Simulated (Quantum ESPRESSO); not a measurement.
# Carrying a functional's shift from two faces of Pt to a third

**Set-up.** Quantum ESPRESSO 7.5 (pw.x, pp.x), GBRV ultrasoft files, cold smearing of 0.02 Ry; slabs at the tabulated lattice constant, relaxed under PBE by Ansatz 0.2.0; both functionals on the same atoms. Work functions in eV.

```
 face  area an atom (Å²)    PBE    PBEsol
(111)               6.65  5.739     5.876
(100)               7.68  5.706     5.834
(110)              10.87  5.284  withheld
```

To predict: What does PBEsol give for (110)?

**Fit.** The shifts from PBE are 5.876 − 5.739 = +0.137 eV and 5.834 − 5.706 = +0.128 eV, +0.132 eV in the mean. A rigid shift gives 5.284 + (+0.132) = 5.416 eV.

What the calculation gave: 5.399 eV; the estimate misses by +0.017 eV. The shift is rigid within 0.03 eV, so differences between faces carry over. The measured value for this face is 5.53 eV (“Anisotropic work function of elemental crystals” (2019, arxiv:1902.07811)), on a surface that reconstructs.

Caveats: Thin, unreconstructed slabs; thickness and mesh leave some 0.05 to 0.1 eV open, which largely cancels in the shift.

[Logs are printed without paths, hosts, clocks, repeated set-up lines and the standing remarks that a program may print on its own settings, such as how far it seeks lower states.]
